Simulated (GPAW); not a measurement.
# Calculated records

```
PtSe2 (1T monolayer): G0W0 with GPAW, start to end
1.0
     3.66861    0.00000    0.00000
    -1.83431    3.17711    0.00000
     0.00000    0.00000   14.10000
Pt Se
1 2
Direct
  0.00000 0.00000 0.50000
  0.33333 0.66667 0.59161
  0.66667 0.33333 0.40839
# method: DFT, LDA, plane waves, PAW (and 1 further level or step)
# program: GPAW 26.7.0
# settings: cutoff 450 eV, GPAW PAW setups 1.2.1 data release, 9×9×1 k-mesh, nbands 277
# cost: 3 runs, 4.7 min in all on 4 MPI ranks of Arm Neoverse V1, shared host
# notes: The structure was relaxed with LDA. Limits: no spin polarisation; no spin-orbit coupling. The calculation has static nuclei and no excitons; a measured gap holds zero-point and thermal motion, which mostly lowers it. With atoms this heavy the missing spin-orbit coupling may be the largest error. The runs have no spin polarisation. For a closed low-spin shell that is the natural state; where a d or f shell is open it is a constraint, and the gap is then not the crystal’s own.
# LDA gap: 1.35 eV, indirect
# G0W0 gap on the mesh: 2.35 eV
# GW settings: 9×9×1 mesh, 124 bands, screening to 48 eV, full frequency, Hilbert transform
# known limits: short of the basis limit; no spin polarisation; d states lean on the start; no spin-orbit coupling
```

[Long decimals in the printed logs are rounded to 6 places.]

[Logs are printed without paths, hosts, clocks, repeated set-up lines and the standing remarks that a program may print on its own settings, such as how far it seeks lower states.]

[Paths, hosts, dates, memory and timing lines, banners, echoed tables and standing remarks are left out of the program output; an Ansatz launch command may be rebuilt from the run's recorded settings. Measured values are a selection of at most five: reports struck by readers or far from the other reports are left out. None is set beside runs whose start may be inverted or whose files or cutoffs have a known fault.]

[Runs of the session that timed out or met a known fault of the program may be left out.]

[Hosts, paths, dates, database ids (printed as entryN), source tags and the programs' standing remarks are cut or masked in the printed files.]

[Where the starting crystal was built by hand or by swapping elements, it need not be the compound's stable phase.]
